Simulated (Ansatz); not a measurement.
## Phonon transport in NaF (Villiaumite, Fm-3m)

Aim: the lattice thermal conductivity of NaF (Villiaumite) against temperature, and which phonons carry it.

Experimental results on record:
- thermal conductivity 18.4 W/m/K near room temperature (given in “Combining the AFLOW GIBBS and Elastic Libraries to efficiently and robustly screen thermo-mechanical properties of solids”, 2017, arXiv:1611.05714)
- thermal conductivity 16.5 W/m/K near room temperature (given in “Predicting the lattice thermal conductivity of solids by solving the Boltzmann transport equation: AFLOW - AAPL an automated, accurate and efficient framework”, 2017, arXiv:1611.05481)

Program: Ansatz 0.2.0. Level of theory: DFT PBEsol, scalar-relativistic, plane waves, PAW; PAW set soft_1. Results are calculated unless marked as measured.

### 1. Starting point

It takes space group Fm-3m (No. 225, cubic). Conventional cell: a = 4.640 Å, b = 4.640 Å, c = 4.640 Å, α = 90.00°, β = 90.00°, γ = 90.00°. Nearest to Na lie 6 F at 2.32 Å. Nearest to F lie 6 Na at 2.32 Å. Farther neighbours and most contacts between anions are not listed.

As a file:

```cif
data_structure
_symmetry_space_group_name_H-M 'P 1'
_symmetry_Int_Tables_number 1
_cell_length_a 3.2810
_cell_length_b 3.2810
_cell_length_c 3.2810
_cell_angle_alpha 60.000
_cell_angle_beta 60.000
_cell_angle_gamma 60.000
_cell_volume 24.97
loop_
_atom_site_label
_atom_site_type_symbol
_atom_site_fract_x
_atom_site_fract_y
_atom_site_fract_z
_atom_site_occupancy
Na1 Na 0.00000 0.00000 0.00000 1
F2 F 0.50000 0.50000 0.50000 1
```

### 2. A first coarse run

Before spending time, one coarse run tells the gap and the pressure of the starting cell.

input.yaml reads:

```yaml
crystal:
  lattice:
    - [0.0, 2.32, 2.32]
    - [2.32, 0.0, 2.32]
    - [2.32, 2.32, 0.0]
  atoms:
    - { symbol: Na, position: [0.0, 0.0, 0.0] }
    - { symbol: F, position: [0.5, 0.5, 0.5] }
kpoints:
  mp_grid: { grid: [6, 6, 6] }
hamiltonian:
  xc: pbesol
  pseudopotentials: { kind: paw, azcp: { folder: soft_1 }, xc_functional: pbe }
scf:
  occupations: { method: gaussian, width: 0.1 }
  lower_state_search: "off"
output:
  forces: true
  stress: true
  eigenvalues: true
```

Started as:

```
$ ansatz run input.yaml --threads 18 --pin off --max-ram 92160MiB --backend cuda --events-out ev --progress --plain --runs-dir out
```

Numbers of over 12 decimals in the logs are rounded to 6 here.

Output:

```text
Engine: ansatz 0.2.0, aarch64-unknown-linux-gnu
Pseudopotentials: kind: paw
Pseudopotential: Na, paw, valence charge 9, recommended cutoff 420 eV (normal), soft_1/Na.paw.azcp
Pseudopotential: F, paw, valence charge 7, recommended cutoff 420 eV (normal), soft_1/F.paw.azcp
Functional definition: PBEsol
  exchange = pbesol_x
  correlation = pbesol_c
device memory: the entry about to start is reckoned to put 0.6 GiB on a device that reports 182.5 GiB free
GPU FFT provider: cuFFT
GPU libraries: cuBLAS 13.8.1, cuFFT 12.4.0, cuSOLVER 12.3.2
GPU matrix products: emulated (plane waves: as basis.precision tells), large ones in fixed point in workspaces of 1.00 GiB
Crystal: 2 atoms, lattice volume = 24.974 Å³
Basis set: ecut = 420 eV, 531 PW (Γ), exchange–correlation on 48×48×48 points (8 copies of the dense FFT grid, shifted against one another)
Bands: 12, of which v1, the nominal top of the filled ones, is band 8 counted from 1 (7 counted from 0)
Symmetry: 48 space group operations
Space group: Fm-3m (ITA 225), of the structure as read, at distance tolerance 2.9e-5 Å
k-points: 16 of 216
Non-local potential: Na, projectors of the file, l = 0: 3, l = 1: 2, l = 2: 1
Non-local potential: F, projectors of the file, l = 0: 2, l = 1: 2, l = 2: 1
PAW form: soft (Blöchl's): semilocal exchange-correlation on the pseudo side does not see the compensation charge
PAW frozen core: Na, regenerated for the run's functional, and the local potential with it (the file was generated under x = pbe(κ = 0.804, μ = 0.219515), c = pbe(β = 0.066725))
PAW frozen core: F, regenerated for the run's functional, and the local potential with it (the file was generated under x = pbe(κ = 0.804, μ = 0.219515), c = pbe(β = 0.066725))
PAW one-centre angular grid: Na, 110 points (default); XC on 64 Gauss nodes
PAW one-centre angular grid: F, 110 points (default); XC on 64 Gauss nodes
Initial density: superposition of atomic densities (chi_scale 0.1, normalization cell, long waves kept (reshape's long-wave potential 0.00 eV rms))
Initial wavefunctions: pseudopotential atomic-orbital guess
GPU buffer pool allocated for 13824 grid points (all kernels)
GPU transforms: local potential and band sums: pruned to the plane-wave sphere, on 24×24×24
Functional: x = pbesol(κ = 0.804, μ = 0.123457), c = pbesol(β = 0.046)
SCF iter   1: F=—  HF=-2281.673781 eV  |F-HF|=—  |Δ(HF+E_count)|=         —  Δρ=2.13e-1  dr2=8.12e0  ethr=3.10e-3  ⟨swp⟩=5.6  Hψ=1144  notcnv=0
preconditioner: auto → none  [insulator: Δε(μ)=2.792 eV  Ē_g=17.413 eV  σ=0.100 eV  W_gap=1.00  n_scr=8 (ndim 8)  ℏωp=21.0 eV  f_vac=0.000  D(μ)=0.00/eV (n_scr^D=0)  ε∞_Penn≈2.5]
SCF iter   2: F=—  HF=-2279.138358 eV  |F-HF|=—  |Δ(HF+E_count)|=    2.54e0  Δρ=4.84e-2  dr2=6.36e-1  ethr=3.10e-3  ⟨swp⟩=3.1  Hψ=577  notcnv=0
SCF iter   3: F=—  HF=-2278.935569 eV  |F-HF|=—  |Δ(HF+E_count)|=   2.03e-1  Δρ=1.03e-2  dr2=2.39e-2  ethr=3.10e-3  ⟨swp⟩=2.7  Hψ=337  notcnv=0
SCF iter   4: F=—  HF=-2278.926502 eV  |F-HF|=—  |Δ(HF+E_count)|=   9.07e-3  Δρ=1.01e-3  dr2=1.75e-4  ethr=1.49e-4  ⟨swp⟩=2.0  Hψ=512  notcnv=0
SCF iter   5: F=—  HF=-2278.926501 eV  |F-HF|=—  |Δ(HF+E_count)|=   5.28e-7  Δρ=3.62e-4  dr2=1.25e-5  ethr=1.09e-6  ⟨swp⟩=2.0  Hψ=309  notcnv=0
SCF iter   6: F=—  HF=-2278.926538 eV  |F-HF|=—  |Δ(HF+E_count)|=   3.71e-5  Δρ=1.00e-4  dr2=2.35e-6  ethr=7.82e-8  ⟨swp⟩=2.0  Hψ=320  notcnv=0
SCF iter   7: F=—  HF=-2278.926539 eV  |F-HF|=—  |Δ(HF+E_count)|=   2.61e-7  Δρ=2.46e-5  dr2=1.49e-7  ethr=1.47e-8  ⟨swp⟩=2.0  Hψ=240  notcnv=0
SCF iter   8: F=-2278.926539 eV  HF=-2278.926539 eV  |F-HF|=1.20e-9  |Δ(HF+E_count)|=   1.98e-9  Δρ=3.03e-6  dr2=1.93e-9  ethr=6.25e-10  ⟨swp⟩=5.4  Hψ=927  notcnv=0
SCF 1 converged in 8 iterations: F = -2278.926539 eV  dr2 = 1.93e-9
  greatest PAW one-centre occupation: 0.999 electrons in one spin orbital (limit 2), on the Na atom at site 0 (counted from 0), in its partial waves of l = 0
SCF converged after 8 iterations
Free energy (F): -2278.926539 eV
Harris-Foulkes:  -2278.926539 eV  (|F-HF|=1.20e-9)
Internal energy: -2278.926539 eV  (E = F + TS)
E sigma→0 (E₀):  -2278.926539 eV
Fermi energy:    3.877469 eV
--- Per-component energies (eV) ---
  E_band       = -235.214057
  E_kinetic    = 312.008881
  E_local      = -1852.193033  (includes V_loc(G=0)·N_el)
  E_nonlocal   = 366.346253
  E_hartree    = 627.482432
  E_xc         = -113.379105
  E_vxc        = -146.436041  (∫ρ·V_xc dr)
  E_paw        = -481.378970  (= ΣΔE_a)
  E_vpaw       = -169.904054  (= ΣTr[D̂ρ^β])
  E_aug_tail   = 0.000768  (compensation charges beyond the density's cutoff)
  E_ewald      = -1137.910901
  E_core_change = 0.097136  (= ΣΔE_core)
  E_smearing   = -0.000000  (= −TS)
  E_closure    = 0.000000  (closes the sum)
  Σ components = -2278.926539   (vs F -2278.926539, Δ=0.00e0)
--- Forces (eV/Å), atoms counted from 1 ---
  atom   1  Na     0.00000000     0.00000000    -0.00000000
  atom   2  F      0.00000000     0.00000000    -0.00000000
  max |Σ_I F_I| component: 2.15e-25 eV/Å
--- Stress (GPa, compression-positive) ---
       -0.348559      -0.000000      -0.000000
        0.000000      -0.348559       0.000000
        0.000000      -0.000000      -0.348559
  P = ⅓ Tr σ = -0.3486 GPa (-3.486 kbar)
--- Band table (eV; the first three rows and the last of 16) ---
  k-point 0: bands = [... 4 lower, -17.9860, 0.7960, 0.7960, 0.7960, 6.9572, 19.5953, 19.5953, 19.5953]
  k-point 1: bands = [... 4 lower, -17.6761, 0.3049, 0.7311, 0.7311, 7.8855, 17.0882, 19.9972, 19.9972]
  k-point 2: bands = [... 4 lower, -17.3543, -0.4751, 0.6038, 0.6038, 9.8602, 14.5931, 20.6297, 20.6297]
  k-point 15: bands = [... 4 lower, -17.6006, -0.2981, 0.1408, 0.2625, 13.7816, 13.8449, 15.2872, 18.3761]
```

Wall time 1.3 s (1 × NVIDIA GB200 with 18 threads of Arm Neoverse V2, shared host); peak memory 1.1 GiB; 1.9 s of CPU time.

In the SCF lines HF is the Harris–Foulkes energy and dr2 the Hartree energy of the density residual, in eV; the loop may stop once dr2 is under the threshold and the program's other checks hold. Hψ counts applications of the Hamiltonian.

A gap read on the k-mesh alone can miss the band edges.

This step gave:

```
pressure          : -0.3486 GPa
gap on the k-mesh : 6.161 eV
volume per atom   : 12.49 Å³/atom
```

The start is under -0.35 GPa at this level and looks like an insulator or semiconductor on this mesh.

### 3. Relaxation

Phonons are second derivatives about a minimum, so cell and atoms are relaxed first, inside the symmetry of the start.

input.yaml, the sections that differ from step 2:

```yaml
kpoints:
  mp_grid: { grid: [8, 8, 8] }
scf:
  occupations: { method: gaussian, width: 0.02 }
  lower_state_search: "off"
relax:
  adjacent_minimum: "off"
  f_tol: 0.005
  max_steps: 80
  cell: { stress_tol: 0.05 }
# crystal, hamiltonian, output: as in step 2
```

Output:

```text
[...]
Crystal: 2 atoms, lattice volume = 24.974 Å³
Basis set: ecut = 420 eV, 531 PW (Γ), exchange–correlation on 48×48×48 points (8 copies of the dense FFT grid, shifted against one another)
Bands: 12, of which v1, the nominal top of the filled ones, is band 8 counted from 1 (7 counted from 0)
Symmetry: 48 space group operations
[...]
k-points: 29 of 512
[...]
SCF iter   1: F=—  HF=-2281.673603 eV  |F-HF|=—  |Δ(HF+E_count)|=         —  Δρ=2.13e-1  dr2=8.12e0  ethr=3.10e-3  ⟨swp⟩=6.0  Hψ=2083  notcnv=0
[...]
SCF iter   2: F=—  HF=-2279.141772 eV  |F-HF|=—  |Δ(HF+E_count)|=    2.53e0  Δρ=4.89e-2  dr2=6.46e-1  ethr=3.10e-3  ⟨swp⟩=3.1  Hψ=1047  notcnv=0
[...]
SCF iter   7: F=-2278.926422 eV  HF=-2278.926422 eV  |F-HF|=3.38e-8  |Δ(HF+E_count)|=   2.83e-7  Δρ=1.80e-5  dr2=7.94e-8  ethr=6.25e-10  ⟨swp⟩=4.0  Hψ=1985  notcnv=0
SCF 1 converged in 7 iterations: F = -2278.926422 eV  dr2 = 7.94e-8
[...]
relax step   1: F+E_penalty+E_count = -2278.92642169 eV  Δ(F+E_penalty+E_count) = +0.000e0 eV  max|allowed force component| = 5.773e-25 eV/Å  Δτ_max = 0.0000 Å  P = -0.352 GPa  Ω = 24.974 Å³  (7 SCF iters, dr2 threshold 1.00e-7 eV, accepted)
[...]
Crystal: 2 atoms, lattice volume = 24.911 Å³
[...]
iter 1 solved again at ethr=7.41e-8 eV; its pass at ethr=3.10e-3 eV (dr2=1.19e-5 eV) is discarded
[...]
SCF iter   2: F=—  HF=-2278.926655 eV  |F-HF|=—  |Δ(HF+E_count)|=   4.44e-6  Δρ=1.57e-4  dr2=2.60e-6  ethr=7.41e-8  ⟨swp⟩=2.0  Hψ=527  notcnv=0
[...]
SCF iter   4: F=-2278.926655 eV  HF=-2278.926655 eV  |F-HF|=2.95e-10  |Δ(HF+E_count)|=   3.23e-8  Δρ=1.83e-5  dr2=4.79e-8  ethr=1.25e-9  ⟨swp⟩=5.2  Hψ=1789  notcnv=0
SCF 2 converged in 4 iterations: F = -2278.926655 eV  dr2 = 4.79e-8
relax step   2: F+E_penalty+E_count = -2278.92665462 eV  Δ(F+E_penalty+E_count) = -2.329e-4 eV  max|allowed force component| = 4.308e-26 eV/Å  Δτ_max = 0.0000 Å  P = -0.220 GPa  Ω = 24.911 Å³  energy of the carried Pulay correction = +1.196e-4 eV  (4 SCF iters, dr2 threshold 2.00e-7 eV, accepted)
[...]
Crystal: 2 atoms, lattice volume = 24.805 Å³
[...]
SCF iter   5: F=-2278.926926 eV  HF=-2278.926926 eV  |F-HF|=2.75e-9  |Δ(HF+E_count)|=   8.28e-9  Δρ=5.07e-6  dr2=4.25e-9  ethr=7.57e-10  ⟨swp⟩=5.2  Hψ=1545  notcnv=0
SCF 3 converged in 5 iterations: F = -2278.926926 eV  dr2 = 4.25e-9
relax step   3: F+E_penalty+E_count = -2278.92692641 eV  Δ(F+E_penalty+E_count) = -2.718e-4 eV  max|allowed force component| = 1.260e-25 eV/Å  Δτ_max = 0.0000 Å  P = +0.001 GPa  Ω = 24.805 Å³  energy of the carried Pulay correction = +3.190e-4 eV  (5 SCF iters, dr2 threshold 1.21e-7 eV, accepted)
[...]
SCF iter   1: F=—  HF=-2278.926703 eV  |F-HF|=—  |Δ(HF+E_count)|=         —  Δρ=2.32e-5  dr2=2.23e-8  ethr=2.13e-7  ⟨swp⟩=3.6  Hψ=3105  notcnv=0
eigensolver tolerance schedule: the retry pair's looser diagonalisation over-reported the residual by 1529.45 of it (diagonalisation noise at 0.12 of the residual, at the tolerance the schedule requests for it); recorded, not acted on — ethr = c·dr2/N_el stays at c = 1.0e-1
[...]
SCF iter   2: F=—  HF=-2278.926762 eV  |F-HF|=—  |Δ(HF+E_count)|=   5.85e-5  Δρ=1.38e-5  dr2=9.31e-9  ethr=1.39e-10  ⟨swp⟩=2.8  Hψ=661  notcnv=0
[...]
SCF iter   6: F=-2278.926762 eV  HF=-2278.926762 eV  |F-HF|=1.36e-12  |Δ(HF+E_count)|=  3.55e-11  Δρ=6.15e-8  dr2=3.14e-13  ethr=1.00e-12  ⟨swp⟩=4.0  Hψ=1576  notcnv=0
SCF 4 converged in 6 iterations: F = -2278.926762 eV  dr2 = 3.14e-13
relax step   4: F+E_penalty+E_count = -2278.92676152 eV  Δ(F+E_penalty+E_count) = +1.649e-4 eV  max|allowed force component| = 3.839e-29 eV/Å  Δτ_max = 0.0000 Å  P = -0.025 GPa  Ω = 24.805 Å³  stress off target by 2.51e-2 GPa  SCF on the basis re-selected at this cell (its energy is not comparable with the rows above)  (6 SCF iters)
basis re-selected at this cell: Δ(F+E_penalty+E_count) = +1.649e-4 eV, ΔP = -0.026 GPa vs the last step (what re-selecting the basis moved, of the pressure what is left beyond the Pulay correction that the steps carried, after the strain that the cell walked since its last selection, with what the two solves' SCF thresholds leave and, on support functions, any second-order correction that the steps lacked; it is no m [...]
SCF converged after 6 iterations
Free energy (F): -2278.926762 eV
[...]
Internal energy: -2278.926762 eV  (E = F + TS)
E sigma→0 (E₀):  -2278.926762 eV
Fermi energy:    3.943558 eV
[...]
--- Stress (GPa, compression-positive) ---
       -0.025062      -0.000000      -0.000000
       -0.000000      -0.025062       0.000000
       -0.000000      -0.000000      -0.025062
  P = ⅓ Tr σ = -0.0251 GPa (-0.251 kbar)
--- Band table (eV; the first three rows and the last of 29) ---
  k-point 0: bands = [... 4 lower, -17.9165, 0.8453, 0.8453, 0.8453, 7.0418, 19.6917, 19.6917, 19.6917]
  k-point 1: bands = [... 4 lower, -17.7080, 0.5434, 0.8067, 0.8067, 7.5919, 17.9228, 19.9326, 19.9326]
  k-point 2: bands = [... 4 lower, -17.4331, -0.0685, 0.7147, 0.7147, 8.9124, 15.8364, 20.4687, 20.4687]
  k-point 28: bands = [... 4 lower, -17.4710, -0.0452, -0.0452, 0.2648, 13.9054, 13.9054, 16.0309, 17.6549]
--- Relaxed structure (3 steps of the walk, 3 accepted, 1 SCFs on fresh bases) ---
  F+E_penalty+E_count = -2278.92676152 eV   max|allowed force component| = 3.839e-29 eV/Å   (the final SCF, on the basis selected at the relaxed cell)
  cell:  # Å, volume = 24.8051 Å³
    - [0, 2.314748, 2.314748]
    - [2.314748, 0, 2.314748]
    - [2.314748, 2.314748, 0]
  atoms:
    - { symbol: Na, position: [0, 0, 0] }
    - { symbol: F, position: [0.500000, 0.500000, 0.500000] }
```

Wall time 2.7 s (1 × NVIDIA GB200 with 18 threads); peak memory 1.1 GiB.

The steps of the relaxation:

```csv
step,energy less that of the first step (eV),largest force component (eV/Å),pressure (GPa),volume (Å³)
1,0.0000,0.0000,-0.35,24.97
2,-0.0002,0.0000,-0.22,24.91
3,-0.0005,0.0000,0.00,24.81
4*,-0.0003,0.0000,-0.03,24.81
```

Relaxation steps marked * repeat the geometry before them on a plane-wave basis chosen anew for their cell, so energy and pressure can jump there.

Forces are held to the 48 operations that the run works with; a distortion that breaks them can't arise in this run.

| conventional cell, symmetrised | before | after | change |
| --- | --- | --- | --- |
| a (Å) | 4.640 | 4.629 | -0.2 % |
| b (Å) | 4.640 | 4.629 | -0.2 % |
| c (Å) | 4.640 | 4.629 | -0.2 % |
| volume (Å³/atom) | 12.49 | 12.40 | -0.7 % |

The relaxed structure:

```
Na F
1.0
     0.00000    2.31475    2.31475
     2.31475    0.00000    2.31475
     2.31475    2.31475    0.00000
Na F
1 1
Direct
  0.00000 0.00000 0.00000
  0.50000 0.50000 0.50000
```

This step gave:

```yaml
pressure: -0.02506 GPa
gap_on_the_k_mesh: 6.197 eV
volume_per_atom: 12.40 Å³/atom
```

### 4. Tight relaxation

The relaxation is repeated with tighter thresholds on force and stress, since phonons are sensitive to what is left; a change of mesh or smearing in the input moves the cell too.

input.yaml, the sections that differ from step 3:

```yaml
crystal:
  lattice:
    - [0.0, 2.3147480933, 2.3147480933]
    - [2.3147480933, 0.0, 2.3147480933]
    - [2.3147480933, 2.3147480933, 0.0]
  atoms:
    - { symbol: Na, position: [0.0, 0.0, 0.0] }
    - { symbol: F, position: [0.5, 0.5, 0.5] }
kpoints:
  mp_grid: { grid: [9, 9, 9] }
scf:
  occupations: { method: fixed }
  lower_state_search: "off"
relax:
  adjacent_minimum: "off"
  f_tol: 0.001
  max_steps: 60
  cell: { stress_tol: 0.01 }
# hamiltonian, output: as in step 3
```

Output:

```text
[...]
Crystal: 2 atoms, lattice volume = 24.805 Å³
Basis set: ecut = 420 eV, 531 PW (Γ), exchange–correlation on 48×48×48 points (8 copies of the dense FFT grid, shifted against one another)
Bands: 12, of which v1, the nominal top of the filled ones, is band 8 counted from 1 (7 counted from 0)
Symmetry: 48 space group operations
[...]
k-point 34: bands = [... 4 lower, -17.4524, -0.1691, 0.0530, 0.3234, 13.5160, 13.9630, 16.2654, 18.0192]
--- Relaxed structure (3 steps of the walk, 3 accepted, 1 SCFs on fresh bases) ---
[...]
cell:  # Å, volume = 24.7918 Å³
    - [0, 2.314335, 2.314335]
    - [2.314335, 0, 2.314335]
    - [2.314335, 2.314335, 0]
  atoms:
    - { symbol: Na, position: [0, 0, 0] }
    - { symbol: F, position: [0.500000, 0.500000, 0.500000] }
[key lines of the parts left out:]
SCF converged after 8 iterations
Free energy (F): -2278.926752 eV
Fermi energy:    0.849162 eV
P = ⅓ Tr σ = 0.0003 GPa (0.003 kbar)
```

Run time: 2.2 s. Hardware: 1 × NVIDIA GB200 with 18 threads; peak memory 1 GiB; 4.4 s of CPU time.

Little changed from the start: no atom moved by 0.005 Å and no cell edge by 0.1 %.

This step gave:

- pressure: 2.64e-4 GPa
- gap on the k-mesh: 6.199 eV

The residual pressure is 2.6e-4 GPa, small enough for phonons.

(Part 1 of 3 ends here.)

[Logs are printed without paths, hosts, clocks, repeated set-up lines and the standing remarks that a program may print on its own settings, such as how far it seeks lower states.]

[Hosts, paths, dates, database ids (printed as entryN), source tags and the programs' standing remarks are cut or masked in the printed files.]

[A step with changed settings may run another functional than the one named; its input shows which.]
